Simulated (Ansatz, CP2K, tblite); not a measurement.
# CP2K runs on random packing of 74GeS2-26As2S3 (mol %) (81 atoms), part 2 of 3

Wanted: CP2K inputs and outputs for random packing of 74GeS2-26As2S3 (mol %) (81 atoms), checked against a plane-wave reference.

Program: CP2K 2026.2; the method stands at each step. Banners, paths, timers and routine set-up lines are dropped from the logs unmarked, and long logs keep their key lines alone; longer cuts are marked.

So far. Step 2 (PBE, DZVP-MOLOPT-SR, 350/50 Ry, diagonalisation): Forces lie 8.1 % from the reference's, at 2.0 times its CPU time (on 2 against 4 cores). Step 3 (PBE, SZV-MOLOPT-SR, 350/50 Ry, diagonalisation): Against the first run (8.1 %), the force difference from the reference is 84 %, at 1.1 times the CPU time (on 1 against 2 cores) (64 SCF steps against 35), with 324 basis functions against 1053: the smaller basis costs accuracy.

## 4. PBE, DZVP-MOLOPT-SR, 350/70 Ry, diagonalisation

Method: Kohn-Sham DFT, PBE, GTH-PBE pseudopotentials, Gaussian and plane waves, DZVP-MOLOPT-SR-GTH, diagonalisation.

Contents of input.inp:

```
&GLOBAL
  PROJECT cell
  RUN_TYPE ENERGY_FORCE
  PRINT_LEVEL LOW
&END GLOBAL
&FORCE_EVAL
  METHOD QS
  STRESS_TENSOR ANALYTICAL
  &DFT
    BASIS_SET_FILE_NAME BASIS_MOLOPT
    POTENTIAL_FILE_NAME GTH_POTENTIALS
    &MGRID
      CUTOFF 350
      REL_CUTOFF 70
    &END MGRID
    &QS
      EPS_DEFAULT 1.0E-12
    &END QS
    &SCF
      SCF_GUESS ATOMIC
      EPS_SCF 1.0E-06
      MAX_SCF 200
      ADDED_MOS 14
      &DIAGONALIZATION
        ALGORITHM STANDARD
      &END DIAGONALIZATION
      &SMEAR ON
        METHOD FERMI_DIRAC
        ELECTRONIC_TEMPERATURE [K] 580
      &END SMEAR
      &MIXING
        METHOD BROYDEN_MIXING
        ALPHA 0.3
        NBROYDEN 8
      &END MIXING
      &PRINT
        &RESTART OFF
        &END RESTART
      &END PRINT
    &END SCF
    &XC
      &XC_FUNCTIONAL PBE
      &END XC_FUNCTIONAL
    &END XC
    &PRINT
      &MULLIKEN ON
      &END MULLIKEN
      &HIRSHFELD ON
        SHAPE_FUNCTION DENSITY
      &END HIRSHFELD
      &MO ON
        EIGENVALUES T
        OCCUPATION_NUMBERS T
        MO_INDEX_RANGE 209 232
        &EACH
          QS_SCF 0
        &END EACH
        ADD_LAST NUMERIC
      &END MO
    &END PRINT
  &END DFT
  &SUBSYS
    &CELL
      A 12.40660 0.00000 0.00000
      B 0.00000 12.40660 0.00000
      C 0.00000 0.00000 12.40660
    &END CELL
    &TOPOLOGY
      COORD_FILE_NAME structure.xyz
      COORD_FILE_FORMAT XYZ
    &END TOPOLOGY
    &KIND Ge
      BASIS_SET DZVP-MOLOPT-SR-GTH-q4
      POTENTIAL GTH-PBE-q4
    &END KIND
    &KIND S
      BASIS_SET DZVP-MOLOPT-SR-GTH-q6
      POTENTIAL GTH-PBE-q6
    &END KIND
    &KIND As
      BASIS_SET DZVP-MOLOPT-SR-GTH-q5
      POTENTIAL GTH-PBE-q5
    &END KIND
  &END SUBSYS
  &PRINT
    &FORCES ON
    &END FORCES
    &STRESS_TENSOR ON
    &END STRESS_TENSOR
  &END PRINT
&END FORCE_EVAL
```

Contents of structure.xyz:

```xyz
81

[... 81 atom lines left out: the same atoms as in the first run ...]
```

On the command line:

```sh
$ OMP_NUM_THREADS=2 cp2k.psmp -i input.inp > output.txt
```

Numbers of over 12 decimals in the logs are rounded to 6 here.

Output:

```text
CP2K| version string:                                       CP2K version 2026.2
 CP2K| Input file name                                                 input.inp
 GLOBAL| Basis set file name                                        BASIS_MOLOPT
 GLOBAL| Potential file name                                      GTH_POTENTIALS
 GLOBAL| Run type                                                   ENERGY_FORCE
 GLOBAL| Total number of message passing processes                             1
 GLOBAL| Number of threads for this process                                    2
[... lines left out ...]
                        Smear method:                                FERMI_DIRAC
[... lines left out ...]
 Number of electrons:                                                        440
[... lines left out ...]
  Step     Update method      Time    Convergence         Total energy    Change
[... lines left out ...]
  *** SCF run converged in    35 steps ***
[... lines left out ...]
  Fermi energy:                                                 0.123215
  Total energy:                                              -671.585157
  Total energy (extrapolated to T->0):                       -671.574113
[... lines left out ...]
 MO| E(Fermi):            0.123215 a.u.          3.352855 eV
[... lines left out ...]
     81       As     3       5.000          4.838                         0.162
  Total Charge                                                            0.000
 !-----------------------------------------------------------------------------!
 ENERGY| Total FORCE_EVAL ( QS ) energy [hartree]           -671.585152
 FORCES| Atomic forces [hartree/bohr]
 FORCES|   Atom     x               y               z               |f|
 FORCES|      1 -2.93225792E-02 -2.60144780E-02  2.89609400E-03   3.93059039E-02
 FORCES|      2 -1.63293612E-02 -2.63231001E-02 -1.70448628E-02   3.53564843E-02
 FORCES|      3  3.68828543E-02  2.39709431E-02  3.36863612E-02   5.54050719E-02
[...]
FORCES|     80 -3.80482000E-02  3.36058702E-02  2.86574088E-02   5.82946577E-02
 FORCES|     81  2.28334212E-02  1.07681457E-02 -7.75267881E-03   2.64087507E-02
 FORCES| Sum    -2.38332378E-06  2.72431872E-08  4.64916340E-06
 FORCES| Total atomic force                                       5.22452818E-06
 STRESS| Analytical stress tensor [bar]
 STRESS|                        x                   y                   z
 STRESS|      x        2.99333968627E+04   2.80119291592E+03  -2.60072474837E+03
 STRESS|      y        2.80119291592E+03   2.27002913346E+03  -2.09252591504E+03
 STRESS|      z       -2.60072474837E+03  -2.09252591504E+03   4.50463706363E+03
 STRESS| 1/3 Trace                                             1.22360210199E+04
```

Elapsed: 2.4 min, on 2 threads of Arm Neoverse V2, shared host; peak memory 2.2 GiB.

Numbers from this run, and their distance from the reference:

```
r.m.s. force component                          : 0.9332 eV/Å
r.m.s. difference of force components           : 73.81 meV/Å
longest difference of force vectors             : 271.6 meV/Å
force difference over r.m.s. force              : 8.139 %
slope of forces against the reference's         : 1.026
correlation of force components                 : 0.9972
pressure                                        : 1.224 GPa
pressure difference                             : 0.4619 GPa
energy less the same-level run's                : 0 meV/atom
r.m.s. force difference from the same-level run : 0.002 meV/Å
```

Against the first run (8.1 %), the force difference from the reference is 8.1 %, at 1.2 times the CPU time: the change moves forces by under 0.01 meV/Å r.m.s., so most of the difference comes from elsewhere.

## 5. PBE, DZVP-MOLOPT-SR, 122/50 Ry, diagonalisation

Method: Kohn-Sham DFT, PBE, GTH-PBE pseudopotentials, Gaussian and plane waves, DZVP-MOLOPT-SR-GTH, diagonalisation.

Edit input.inp of step 4 so:

```diff
@@ -12,4 +12,4 @@
     &MGRID
-      CUTOFF 350
-      REL_CUTOFF 70
+      CUTOFF 122
+      REL_CUTOFF 50
     &END MGRID
```

structure.xyz is that of step 4.

On the command line:

```sh
$ OMP_NUM_THREADS=1 cp2k.psmp -i input.inp > output.txt
```

Output:

```text
CP2K| version string:                                       CP2K version 2026.2
 CP2K| Input file name                                                 input.inp
 GLOBAL| Basis set file name                                        BASIS_MOLOPT
 GLOBAL| Potential file name                                      GTH_POTENTIALS
 GLOBAL| Run type                                                   ENERGY_FORCE
 GLOBAL| Total number of message passing processes                             1
 GLOBAL| Number of threads for this process                                    1
[... lines left out ...]
                        Smear method:                                FERMI_DIRAC
[... lines left out ...]
 Number of electrons:                                                        440
[... lines left out ...]
  Step     Update method      Time    Convergence         Total energy    Change
[... lines left out ...]
  *** SCF run converged in    35 steps ***
[... lines left out ...]
  Fermi energy:                                                 0.123215
  Total energy:                                              -671.585129
  Total energy (extrapolated to T->0):                       -671.574085
[... lines left out ...]
 MO| E(Fermi):            0.123215 a.u.          3.352852 eV
[... lines left out ...]
     81       As     3       5.000          4.838                         0.162
  Total Charge                                                            0.000
 !-----------------------------------------------------------------------------!
 ENERGY| Total FORCE_EVAL ( QS ) energy [hartree]           -671.585125
 FORCES| Atomic forces [hartree/bohr]
 FORCES|   Atom     x               y               z               |f|
 FORCES|      1 -2.93053648E-02 -2.59983891E-02  2.90377667E-03   3.92829806E-02
 FORCES|      2 -1.63102907E-02 -2.63431308E-02 -1.70480015E-02   3.53641128E-02
 FORCES|      3  3.68826816E-02  2.39731535E-02  3.36867043E-02   5.54061218E-02
[...]
FORCES|     80 -3.80552841E-02  3.36218733E-02  2.86316706E-02   5.82958624E-02
 FORCES|     81  2.28193433E-02  1.07519543E-02 -7.76433739E-03   2.63934061E-02
 FORCES| Sum     2.29471745E-04  1.03144680E-04 -5.45360410E-04
 FORCES| Total atomic force                                       6.00594774E-04
 STRESS| Analytical stress tensor [bar]
 STRESS|                        x                   y                   z
 STRESS|      x        2.99352911191E+04   2.80159713416E+03  -2.60079611583E+03
 STRESS|      y        2.80159713416E+03   2.27262333376E+03  -2.09256616151E+03
 STRESS|      z       -2.60079611583E+03  -2.09256616151E+03   4.50729599645E+03
 STRESS| 1/3 Trace                                             1.22384034831E+04
```

Wall time 2.4 min (1 thread); peak memory 0.74 GiB.

Numbers from this run, and their distance from the reference:

| Item | Value |
| --- | --- |
| r.m.s. force component | 0.9331 eV/Å |
| r.m.s. difference of force components | 73.8 meV/Å |
| longest difference of force vectors | 270.7 meV/Å |
| force difference over r.m.s. force | 8.137 % |
| slope of forces against the reference's | 1.026 |
| correlation of force components | 0.9972 |
| pressure | 1.224 GPa |
| pressure difference | 0.4621 GPa |
| energy less the same-level run's | 0.0092 meV/atom |
| r.m.s. force difference from the same-level run | 1.623 meV/Å |

This is a coarse setting, run to see what it loses.

Against the first run (8.1 %), the force difference from the reference is 8.1 %, at 0.65 times the CPU time (on 1 against 2 cores): the change moves forces by 1.6 meV/Å r.m.s., so most of the difference comes from elsewhere.

## 6. PBE, DZVP-MOLOPT-SR, 244/50 Ry, diagonalisation

Method: Kohn-Sham DFT, PBE, GTH-PBE pseudopotentials, Gaussian and plane waves, DZVP-MOLOPT-SR-GTH, diagonalisation.

Edit input.inp of step 5 so:

```diff
@@ -12,3 +12,3 @@
     &MGRID
-      CUTOFF 122
+      CUTOFF 244
       REL_CUTOFF 50
@@ -67,6 +67,6 @@
     &END CELL
-    &TOPOLOGY
-      COORD_FILE_NAME structure.xyz
-      COORD_FILE_FORMAT XYZ
-    &END TOPOLOGY
+    &COORD
+      SCALED
+[... 81 atom lines left out: the same atoms as in the first run ...]
+    &END COORD
     &KIND Ge
```

On the command line:

```sh
$ OMP_NUM_THREADS=2 cp2k.psmp -i input.inp > output.txt
```

Output:

```text
CP2K| version string:                                       CP2K version 2026.2
 CP2K| Input file name                                                 input.inp
 GLOBAL| Basis set file name                                        BASIS_MOLOPT
 GLOBAL| Potential file name                                      GTH_POTENTIALS
 GLOBAL| Run type                                                   ENERGY_FORCE
 GLOBAL| Total number of message passing processes                             1
 GLOBAL| Number of threads for this process                                    2
 TOTAL NUMBERS AND MAXIMUM NUMBERS
  Total number of            - Atomic kinds:                                   3
                             - Atoms:                                         81
[... lines left out ...]
                        Smear method:                                FERMI_DIRAC
[... lines left out ...]
 Number of electrons:                                                        440
[... lines left out ...]
  Step     Update method      Time    Convergence         Total energy    Change
[... lines left out ...]
  *** SCF run converged in    35 steps ***
[... lines left out ...]
  Fermi energy:                                                 0.123215
  Total energy:                                              -671.585158
  Total energy (extrapolated to T->0):                       -671.574114
[... lines left out ...]
 MO| E(Fermi):            0.123215 a.u.          3.352854 eV
[... lines left out ...]
 !-----------------------------------------------------------------------------!
 !-----------------------------------------------------------------------------!
                           Hirshfeld Charges
  #Atom  Element  Kind  Ref Charge     Population                    Net charge
      1       Ge     1       4.000          3.827                         0.173
      2       Ge     1       4.000          3.810                         0.190
      3       Ge     1       4.000          3.774                         0.226
[...]
80       As     3       5.000          4.804                         0.196
     81       As     3       5.000          4.838                         0.162
  Total Charge                                                            0.000
 !-----------------------------------------------------------------------------!
 ENERGY| Total FORCE_EVAL ( QS ) energy [hartree]           -671.585153
 FORCES| Atomic forces [hartree/bohr]
 FORCES|   Atom     x               y               z               |f|
 FORCES|      1 -2.93228915E-02 -2.60147396E-02  2.89641978E-03   3.93063340E-02
 FORCES|      2 -1.63292940E-02 -2.63230774E-02 -1.70453052E-02   3.53566497E-02
 FORCES|      3  3.68836447E-02  2.39718279E-02  3.36868511E-02   5.54062787E-02
[...]
FORCES|     80 -3.80528434E-02  3.36075254E-02  2.86570319E-02   5.82984574E-02
 FORCES|     81  2.28335737E-02  1.07674441E-02 -7.75284062E-03   2.64086440E-02
 FORCES| Sum     4.30996024E-05 -1.09789162E-05  2.87681503E-06
 FORCES| Total atomic force                                       4.45689173E-05
 STRESS| Analytical stress tensor [bar]
 STRESS|                        x                   y                   z
 STRESS|      x        2.99344379257E+04   2.80123975016E+03  -2.60097902846E+03
 STRESS|      y        2.80123975016E+03   2.27024804257E+03  -2.09248785168E+03
 STRESS|      z       -2.60097902846E+03  -2.09248785168E+03   4.50481136890E+03
 STRESS| 1/3 Trace                                             1.22364991124E+04
```

It took 1.7 min on 2 threads; peak memory 1.4 GiB; 3.1 min of CPU time.

Against the reference:

* r.m.s. force component: 0.9332 eV/Å
* r.m.s. difference of force components: 73.81 meV/Å
* longest difference of force vectors: 271.6 meV/Å
* force difference over r.m.s. force: 8.138 %
* slope of forces against the reference's: 1.026
* correlation of force components: 0.9972
* pressure: 1.224 GPa
* pressure difference: 0.4619 GPa
* energy less the same-level run's: -0.0004 meV/atom
* r.m.s. force difference from the same-level run: 0.161 meV/Å

Against the first run (8.1 %), the force difference from the reference is 8.1 %, at 0.84 times the CPU time: the change moves forces by 0.16 meV/Å r.m.s., so most of the difference comes from elsewhere.

(Continued in part 3 of 3.)

[Also dropped from logs without a mark: logging warnings of Python, and SIESTA's first energy breakdown and zero terms.]

[Logs are printed without paths, hosts, clocks, repeated set-up lines and the standing remarks that a program may print on its own settings, such as how far it seeks lower states.]

[Hosts, paths, dates, database ids (printed as entryN), source tags and the programs' standing remarks are cut or masked in the printed files.]
